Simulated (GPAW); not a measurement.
# STM contrast on MoGe2As4 monolayer

Wanted: filled- and empty-state images of MoGe2As4 monolayer, with its work function.

Calculated with GPAW 26.7.0; GPAW, PAW setups; layer in a repeated cell with vacuum, relaxation of atoms and in-plane cell, in the first sound run; inputs show where later runs differ.

Report form: the programs' logs are mostly left out.

## (1) The starting structure

The cell holds 7 atoms: 4 As, 2 Ge and 1 Mo. Cell: a = 3.730 Å, b = 3.730 Å, c = 27.119 Å, α = 90.0°, β = 90.0°, γ = 120.0°. Vacuum lies along c.

## (2) Relaxing the atoms

The atoms are relaxed first, since the surface dipole, and with it the work function, follows the positions of the outer layers.

The input, run.py:

```python
import json
import numpy as np
from ase import Atoms
from ase.filters import FrechetCellFilter
from ase.optimize import BFGS
from gpaw import GPAW, PW

slab = Atoms(
    ['As', 'Ge', 'As', 'Mo', 'As', 'Ge', 'As'],
    positions=[
        [0.00000, 0.00000, 9.00000],
        [-0.00000, 2.15352, 9.86300],
        [-0.00000, 2.15352, 12.18300],
        [0.00000, 0.00000, 13.55977],
        [-0.00000, 2.15352, 14.93654],
        [-0.00000, 2.15352, 17.25654],
        [0.00000, 0.00000, 18.11954]],
    cell=[[3.73, 0.0, 0.0], [-1.865, 3.23027, 0.0], [0.0, 0.0, 27.1195]],
    pbc=[True, True, True])

slab.calc = GPAW(mode=PW(600), xc='PBE', kpts={'size': (9, 9, 1), 'gamma': True},
                 occupations={'name': 'fermi-dirac', 'width': 0.05}, nbands='200%',
                 convergence={'density': 1e-05}, maxiter=200,
                 symmetry={'tolerance': 1e-3}, txt='slab.txt')
result = {}
# The in-plane cell is free; stress needs a cell that repeats along all three vectors
path = []
opt = BFGS(FrechetCellFilter(slab, mask=[1, 1, 0, 0, 0, 1]), maxstep=0.2)
opt.attach(lambda: path.append((slab.get_potential_energy(), slab.positions.tolist(), slab.get_forces().tolist())))
result['relaxed'] = bool(opt.run(fmax=0.02, steps=45))
result['path'] = path
result['cell'] = slab.cell.tolist()
print('in-plane lattice', slab.cell.cellpar().round(4)[[0, 1, 5]])
energy = slab.get_potential_energy()
fermi = slab.calc.get_fermi_level()
v = slab.calc.get_electrostatic_potential().mean((0, 1)) - fermi
n = slab.calc.get_pseudo_density().mean((0, 1))
L = slab.cell[2, 2]
z = np.arange(len(v)) * L / len(v)
low, high = slab.positions[:, 2].min(), slab.positions[:, 2].max()
below, above = np.interp([low - 6.8, high + 6.8], z, v)
slopes = [np.interp(x, z, np.gradient(v, z)) for x in (low - 6.8, high + 6.8)]
eps = np.array([[slab.calc.get_eigenvalues(k, s) for k in range(len(slab.calc.get_ibz_k_points()))]
                for s in range(slab.calc.get_number_of_spins())]) - fermi
top, bottom = eps[eps < 0].max(), eps[eps > 0].min()
dipole = slab.get_dipole_moment()[2]
print(f'energy {energy:.4f} eV, Fermi level {fermi:.4f} eV, dipole {dipole:.5f} e A')
print(f'potential 6.8 A off the faces, from the Fermi level: lower {below:.4f} eV, upper {above:.4f} eV')
print(f'slope of the potential there: lower {slopes[0]:.5f}, upper {slopes[1]:.5f} eV/A')
print(f'nearest levels on the mesh: {top:.4f} and {bottom:.4f} eV')
print('magnetic moment', round(slab.get_magnetic_moment(), 3))
result.update(energy=energy, fermi=fermi, dipole=dipole, below=below, above=above, slopes=slopes, edges=[top, bottom],
              z=z.tolist(), v=v.tolist(), n=n.tolist(), positions=slab.positions.tolist(),
              forces=slab.get_forces(apply_constraint=False).tolist(), moments=slab.get_magnetic_moments().tolist())
json.dump(result, open('result.json', 'w'))
```

Run with:

```bash
$ OMP_NUM_THREADS=1 OPENBLAS_NUM_THREADS=1 python run.py
```

The job ended after 40 min (1 thread of Arm Neoverse V1, shared host; peak memory 0.67 GiB).

Numbers from this step:

```yaml
dipole_along_the_normal: 0.002516 e·Å
levels_nearest_the_fermi_level_on_the_mesh: -0.2681, 0.2420 eV from the Fermi level
```

The electrostatic potential energy of an electron (without an applied field's), less the Fermi level, planar mean oscillates, so the rows of the table below give means over windows of 1.86 Å about each position, cut where the curve ends. Its maxima inside the range that stand out by 2 % of the span (Å: eV): 9.1: -8.81, 10.9: 2.00, 12.8: -6.00, 14.3: -6.00, 16.2: 2.00, 18.1: -8.82. Its minima: 8.5: -14.0, 9.6: -13.5, 12.1: -12.8, 13.6: -16.4, 15.0: -12.8, 17.5: -13.5, 18.6: -14.0.

Table of electrostatic potential energy of an electron (without an applied field's), less the Fermi level, planar mean by z; means over each step:

z (Å), electrostatic potential energy of an electron (without an applied field's), less the Fermi level, planar mean (eV) and a bar from the least value:
```
     0.93        4.7 ##############################
     2.79        4.7 ##############################
     4.65        4.7 ##############################
     6.51        4.2 #############################
     8.37       -7.8 ######
    10.23       -4.6 ############
    12.09       -7.0 #######
    13.95      -10.8 
    15.81       -3.2 ###############
    17.67       -9.6 ##
    19.53       -1.8 #################
    21.39        4.7 ##############################
    23.25        4.7 ##############################
    25.11        4.7 ##############################
    26.97        4.7 ##############################
```

The pseudo valence density, planar mean oscillates, so the rows of the table below give means over windows of 1 Å about each position, cut where the curve ends. Its maxima inside the range that stand out by 2 % of the span (Å: e/Å³): 8.0: 0.249, 9.0: 0.415, 10.2: 0.215, 11.7: 0.243, 13.6: 1.23, 15.4: 0.243, 16.9: 0.216, 18.1: 0.415, 19.2: 0.249. Its minima: 8.5: 0.179, 9.7: 0.0561, 10.8: 0.114, 12.0: 0.168, 15.1: 0.168, 16.3: 0.114, 17.5: 0.0561, 18.6: 0.179.

The pseudo valence density, planar mean by z; means over each step:

```csv
z (Å),"pseudo valence density, planar mean (e/Å³)"
4,1.1e-5
5,1.7e-4
6,0.00271
7,0.0422
8,0.199
9,0.321
10,0.154
11,0.143
12,0.232
13,0.625
14,0.720
15,0.248
16,0.155
17,0.157
18,0.307
19,0.210
20,0.0563
21,0.00371
22,2.3e-4
23,1.5e-5
```

The relaxation lowered the energy of the cell by 1.29 eV (energies extrapolated to zero smearing; the optimiser's log prints free energies). The largest force left on a free atom is 0.0076 eV/Å.

## (3) Plane waves, PBE

With the geometry fixed, the planar mean of the potential gives the vacuum level on each side.

This step: GPAW, PAW setups; slab in vacuum (GPAW 26.7.0).

The cell differs from the one that the last finished run ended in (c 27.119 → 28.227 Å).

The input, run.py:

```python
import json
import numpy as np
from ase import Atoms
from ase.dft.stm import STM
from gpaw import GPAW, PW

slab = Atoms(
    ['As', 'Ge', 'As', 'Mo', 'As', 'Ge', 'As'],
    positions=[
        [0.00000, -0.00000, 9.00000],
        [-0.00000, 2.12604, 10.18779],
        [-0.00000, 2.12604, 12.64852],
        [0.00000, -0.00000, 14.11343],
        [-0.00000, 2.12604, 15.57835],
        [-0.00000, 2.12604, 18.03908],
        [-0.00000, 0.00000, 19.22687]],
    cell=[[3.68241, 0.0, 0.0], [-1.8412, 3.18905, 0.0], [0.0, 0.0, 28.2269]],
    pbc=[True, True, False])

slab.calc = GPAW(mode=PW(400), xc='PBE', kpts={'size': (9, 9, 1), 'gamma': True},
                 occupations={'name': 'fermi-dirac', 'width': 0.05}, nbands='200%',
                 convergence={'density': 1e-05}, maxiter=200,
                 poissonsolver={'dipolelayer': 'xy'},
                 symmetry={'tolerance': 1e-3}, txt='slab.txt')
result = {}
energy = slab.get_potential_energy()
fermi = slab.calc.get_fermi_level()
v = slab.calc.get_electrostatic_potential().mean((0, 1)) - fermi
n = slab.calc.get_pseudo_density().mean((0, 1))
L = slab.cell[2, 2]
z = np.arange(len(v)) * L / len(v)
low, high = slab.positions[:, 2].min(), slab.positions[:, 2].max()
below, above = np.interp([low - 6.8, high + 6.8], z, v)
slopes = [np.interp(x, z, np.gradient(v, z)) for x in (low - 6.8, high + 6.8)]
eps = np.array([[slab.calc.get_eigenvalues(k, s) for k in range(len(slab.calc.get_ibz_k_points()))]
                for s in range(slab.calc.get_number_of_spins())]) - fermi
top, bottom = eps[eps < 0].max(), eps[eps > 0].min()
dipole = slab.get_dipole_moment()[2]
print(f'energy {energy:.4f} eV, Fermi level {fermi:.4f} eV, dipole {dipole:.5f} e A')
print(f'potential 6.8 A off the faces, from the Fermi level: lower {below:.4f} eV, upper {above:.4f} eV')
print(f'slope of the potential there: lower {slopes[0]:.5f}, upper {slopes[1]:.5f} eV/A')
print(f'nearest levels on the mesh: {top:.4f} and {bottom:.4f} eV')
print('magnetic moment', round(slab.get_magnetic_moment(), 3))
result.update(energy=energy, fermi=fermi, dipole=dipole, below=below, above=above, slopes=slopes, edges=[top, bottom],
              z=z.tolist(), v=v.tolist(), n=n.tolist(), positions=slab.positions.tolist(),
              forces=slab.get_forces(apply_constraint=False).tolist(), moments=slab.get_magnetic_moments().tolist())

# Images need the states of the whole zone, up to time reversal
slab.calc = slab.calc.fixed_density(symmetry={'point_group': False}, txt='states.txt', nbands='260%',
                                    convergence={'bands': 'CBM+0.8'})
stm = STM(slab)
result['stm'] = []
for bias in [-0.5, 0.5]:
    height = high + 3.5
    current = stm.get_averaged_current(bias, height)
    x, y, h = stm.scan(bias, current)
    i, f = divmod(height / L * stm.ldos.shape[2], 1)
    I = abs((1 - f) * stm.ldos[:, :, int(i)] + f * stm.ldos[:, :, int(i) + 1])
    print(f'bias {bias} V: mean current at 3.5 A {current:.4e}, corrugation {np.ptp(h):.4f} A')
    result['stm'].append(dict(bias=bias, current=current, h=(h - high).tolist(), I=I.tolist()))
json.dump(result, open('result.json', 'w'))
```

Run time: 4.7 min. Hardware: 1 thread; peak memory 0.61 GiB.

This step gave:

```yaml
dipole_along_the_normal: 9.31e-4 e·Å
levels_nearest_the_fermi_level_on_the_mesh: -0.2678, 0.2417 eV from the Fermi level
upper_work_function: 4.721 eV
lower_work_function: 4.710 eV
corrugation_minus_0p5: 0.1769 Å
corrugation_0p5: 0.3774 Å
upper_ionisation_energy: 4.989 eV
```

The electrostatic potential energy of an electron (without an applied field's), less the Fermi level, planar mean oscillates, so the rows of the table below give means over windows of 1.78 Å about each position, cut where the curve ends. Its maxima inside the range that stand out by 2 % of the span (Å: eV): 9.6: -8.82, 11.4: 1.99, 13.3: -6.02, 14.9: -6.01, 16.8: 1.99, 18.6: -8.81. Its minima: 9.0: -13.9, 10.1: -13.5, 12.6: -12.8, 14.1: -16.5, 15.6: -12.8, 18.1: -13.5, 19.2: -13.9.

Electrostatic potential energy of an electron (without an applied field's), less the Fermi level, planar mean against z; means over each step:

```csv
z (Å),"electrostatic potential energy of an electron (without an applied field's), less the Fermi level, planar mean (eV)"
0.89,4.71
2.67,4.71
4.45,4.71
6.23,4.66
8.01,-0.319
9.79,-11.0
11.57,-1.41
13.35,-10.8
15.13,-9.69
16.91,-1.31
18.69,-11.4
20.47,1.84
22.25,4.70
24.03,4.72
25.81,4.72
27.59,4.72
```

The pseudo valence density, planar mean oscillates, so the rows of the table below give means over windows of 1.05 Å about each position, cut where the curve ends. Its maxima inside the range that stand out by 2 % of the span (Å: e/Å³): 8.6: 0.252, 9.6: 0.419, 10.7: 0.223, 12.1: 0.236, 14.0: 1.17, 16.1: 0.236, 17.6: 0.223, 18.6: 0.419, 19.7: 0.252. Its minima: 9.0: 0.172, 10.2: 0.0584, 11.3: 0.115, 12.5: 0.174, 15.7: 0.174, 16.9: 0.115, 18.0: 0.0584, 19.2: 0.172.

Table of pseudo valence density, planar mean by z; means over each step:

```csv
z (Å),"pseudo valence density, planar mean (e/Å³)"
4.73,1.8e-5
5.78,3.2e-4
6.83,0.00602
7.88,0.0921
8.93,0.245
9.98,0.243
11.03,0.155
12.08,0.191
13.13,0.360
14.18,0.887
15.23,0.316
16.28,0.182
17.33,0.158
18.38,0.267
19.43,0.227
20.48,0.0712
21.53,0.00433
22.58,2.3e-4
23.63,1.3e-5
```

Tip height over the top atom over a1 and a2. Sample bias -0.5 V, constant current at the mean current 3.5 Å over the top atom.

Ten even steps from '0' (3.41 Å) to '9' (3.58 Å):
```
999875432234578999
998764322234678999
887643211234678899
776432101234677888
654321001234567777
543210001234556665
432100001234445544
322111112233333333
222222222222222222
333333333222222222
444444443221111223
556665543221112234
677776543221122345
788877653221223567
899887653222235678
999987643222346789
999987543223457899
999876543234567899
```
Columns: a1 from 0 to 0.944; rows upwards: a2 from 0 to 0.944.

Local density of states summed over the bias window over a1 and a2. Sample bias -0.5 V, constant height 3.5 Å over the top atom.

Ten even steps from '0' (4.39 × 1e-6 arbitrary) to '9' (6.68 × 1e-6 arbitrary):
```
998754321123457899
987643211123467899
876432100123467888
654321000123456777
543210000123455665
332100000123344544
221000000122333333
111000001112222222
111111111111111111
122222221111111111
233333322110000112
344444332110001123
556655432110011234
677765432110112345
888876532111123567
999876432111234678
999875432112345789
999865321112356899
```
Columns: a1 from 0 to 0.944; rows upwards: a2 from 0 to 0.944.

Tip height over the top atom over a1 and a2. Sample bias 0.5 V, constant current at the mean current 3.5 Å over the top atom.

Ten even steps from '_' (3.29 Å) to '@' (3.66 Å):
```
----==++++****########****++++==----
--==++++**####%%%%%%####**++++==----
==++++**##%%%%@@@@%%%%##**++++==----
==++**##%%@@@@@@@@@@%%##**++====--==
++**##%%@@@@@@@@@@@@%%##**++========
++**##%%@@@@@@@@@@%%##**++==------==
**##%%@@@@@@@@@@@@%%##**==--------==
**##%%@@@@@@@@@@%%##**++--::::::--++
**##%%%%@@@@%%%%##**++--::....::--++
**####%%%%%%####**++--....__....--++
****########****++--..________..--++
++**********++==--::..______..::--==
++++++++++++==--::..________..::--==
==++++++====----::....__....::----==
============----::::....::::----====
----------==------------------==----
--------========++++++++========----
::----====++++**********++++====----
```
Columns: a1 from 0 to 0.944; rows upwards: a2 from 0 to 0.944.

Local density of states summed over the bias window over a1 and a2. Sample bias 0.5 V, constant height 3.5 Å over the top atom.

Ten even steps from '_' (2.73 × 1e-7 arbitrary) to '@' (7.74 × 1e-7 arbitrary):
```
..::::--====++********++====--::::..
::::--==++**##########**++==--::::..
::--==++**##%%%%%%%%##**++==--::::::
--==++**##%%@@@@@@%%##**++==--::::::
--==**##%%@@@@@@@@%%##**==--::::::::
==++##%%@@@@@@@@@@%%##++==--::::::--
==**##%%@@@@@@@@%%##**==--::....::--
==**##%%@@@@@@%%##**==--::......::--
==**##%%%%%%%%##**==--::..____..::--
==**##########**==--::..______..::--
==++********++==--::..________..::--
====++++++====--::..__________..::--
--========----::..____________..::--
----------::::....__________....::::
::::::::::::::................::::::
::::::::::::::::::::::::::::::::::::
......::::::----------------::::::..
....::::----==============----::::..
```
Columns: a1 from 0 to 0.944; rows upwards: a2 from 0 to 0.944.

The layer is gapped, so the Fermi level lies somewhere inside the gap, set by smearing and numerics, and these work functions are no property of the material; the band edges below the vacuum level are. The potential is flat to 1.9e-4 eV/Å where it is read, so the vacuum is wide enough.

## (4) A changed run

One more run, with changed settings.

Edit run.py of step 3 so:

```diff
@@ -3,4 +3,3 @@
 from ase import Atoms
-from ase.dft.stm import STM
-from gpaw import GPAW, PW
+from gpaw import GPAW
 
@@ -19,5 +18,5 @@
 
-slab.calc = GPAW(mode=PW(400), xc='PBE', kpts={'size': (9, 9, 1), 'gamma': True},
+slab.calc = GPAW(mode='fd', h=0.4, xc='PBE', kpts={'size': (9, 9, 1), 'gamma': True},
                  occupations={'name': 'fermi-dirac', 'width': 0.05}, nbands='200%',
-                 convergence={'density': 1e-05}, maxiter=200,
+                 convergence={'density': 1e-05}, maxiter=75,
                  poissonsolver={'dipolelayer': 'xy'},
@@ -46,16 +45,2 @@
               forces=slab.get_forces(apply_constraint=False).tolist(), moments=slab.get_magnetic_moments().tolist())
-
-# Images need the states of the whole zone, up to time reversal
-slab.calc = slab.calc.fixed_density(symmetry={'point_group': False}, txt='states.txt', nbands='260%',
-                                    convergence={'bands': 'CBM+0.8'})
-stm = STM(slab)
-result['stm'] = []
-for bias in [-0.5, 0.5]:
-    height = high + 3.5
-    current = stm.get_averaged_current(bias, height)
-    x, y, h = stm.scan(bias, current)
-    i, f = divmod(height / L * stm.ldos.shape[2], 1)
-    I = abs((1 - f) * stm.ldos[:, :, int(i)] + f * stm.ldos[:, :, int(i) + 1])
-    print(f'bias {bias} V: mean current at 3.5 A {current:.4e}, corrugation {np.ptp(h):.4f} A')
-    result['stm'].append(dict(bias=bias, current=current, h=(h - high).tolist(), I=I.tolist()))
 json.dump(result, open('result.json', 'w'))
```

Elapsed: 28 s, on 1 thread; peak memory 0.18 GiB.

The run finished. A setting was moved off its sound value on purpose, so it serves as a test and not as the result.

The fault put into the input: a grid far too coarse (mode = "fd" and h = 0.4).

Side by side:

```csv
quantity,this run,sound run,difference
upper work function (eV),4.8077,4.7215,0.0862
lower work function (eV),4.7962,4.7100,0.0862
upper ionisation energy (eV),5.0570,4.9893,0.0677
```

One result that differs is the lower work function, 4.80 eV against 4.71 eV.

## (5) What came out

```json
{
 "work function, upper and lower face (Fermi level placed in the gap by the smearing)": "4.721 and 4.710 eV",
 "ionisation energy from the upper face (highest filled level on the mesh)": "4.99 eV",
 "electron affinity from the upper face (lowest empty Kohn-Sham level on the mesh)": "4.48 eV",
 "dipole along the normal": "9.3e-4 e Å, near the numerical noise",
 "corrugation at -0.5 V": "0.177 Å",
 "corrugation at 0.5 V": "0.377 Å"
}
```

**Reading.** The corrugation at constant current is largest at 0.5 V, where the tip height varies by 0.38 Å over the cell. Negative sample bias images filled states, positive bias empty ones. The levels nearest the Fermi level on the mesh lie 0.509 eV apart, so the slab is gapped there: the smearing puts the Fermi level inside the gap, and from either face the ionisation energy is the work function plus 0.27 eV. Both are Kohn-Sham levels on the mesh, and semilocal gaps are too small, so the affinity tends to come out too large and the ionisation energy too small. The images are of Tersoff-Hamann type: an s-wave tip, no tip-sample forces, heights closer than in a microscope. Biases count from a Fermi level whose place in the gap is arbitrary, so only their reach past the band edges has a meaning. The small printed dipole stands for a step of -14 meV from the lower to the upper face, and the probes find 11 meV; values this small are near the numerical noise of both. The layer's cell and atoms come from the relaxation; spin-orbit coupling and temperature are left out.

[Logs are printed without paths, hosts, clocks, repeated set-up lines and the standing remarks that a program may print on its own settings, such as how far it seeks lower states.]

[Hosts, paths, dates, database ids (printed as entryN), source tags and the programs' standing remarks are cut or masked in the printed files.]
